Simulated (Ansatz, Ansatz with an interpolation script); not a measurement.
Rows from a G0W0 calculation on Te2Mo (P6_3/mmc) (Ansatz 0.2.0; G0W0 on LDA, plane waves, PAW; PAW set soft_1; 6×6×2 mesh, 624 empty bands, screening to 150 eV, PAW set soft_1 files), in eV. Spin-orbit coupling is left out.

```csv
row,Σx,Σc,Vxc,Z
A,-19.09,0.76,-18.47,0.71
B,-12.68,-4.24,-17.21,0.73
C,-16.27,0.94,-15.08,0.77
D,-18.82,0.17,-18.79,0.72
E,-13.10,-3.68,-17.13,0.74
F,-13.97,-4.16,-18.61,0.74
```

Which rows are filled states and which are empty ones, and how can one tell?

Filled: A, C and D. Empty: B, E and F. The sign of Σc tells: for a filled state bare exchange, which holds its interaction with itself, lies below Vxc (Σx − Vxc is 0.0 eV or lower here) and screening gives part back as a positive Σc. For an empty state Σx lies above Vxc (+4.0 eV or more) and the Coulomb hole leaves Σc negative.

[Paths, hosts, dates, memory and timing lines, banners, echoed tables and standing remarks are left out of the program output.]

[Logs are printed without paths, hosts, clocks, repeated set-up lines and the standing remarks that a program may print on its own settings, such as how far it seeks lower states.]

[Runs of the session that timed out or met a known fault of the program may be left out.]

[Hosts, paths, dates, database ids (printed as entryN), source tags and the programs' standing remarks are cut or masked in the printed files.]
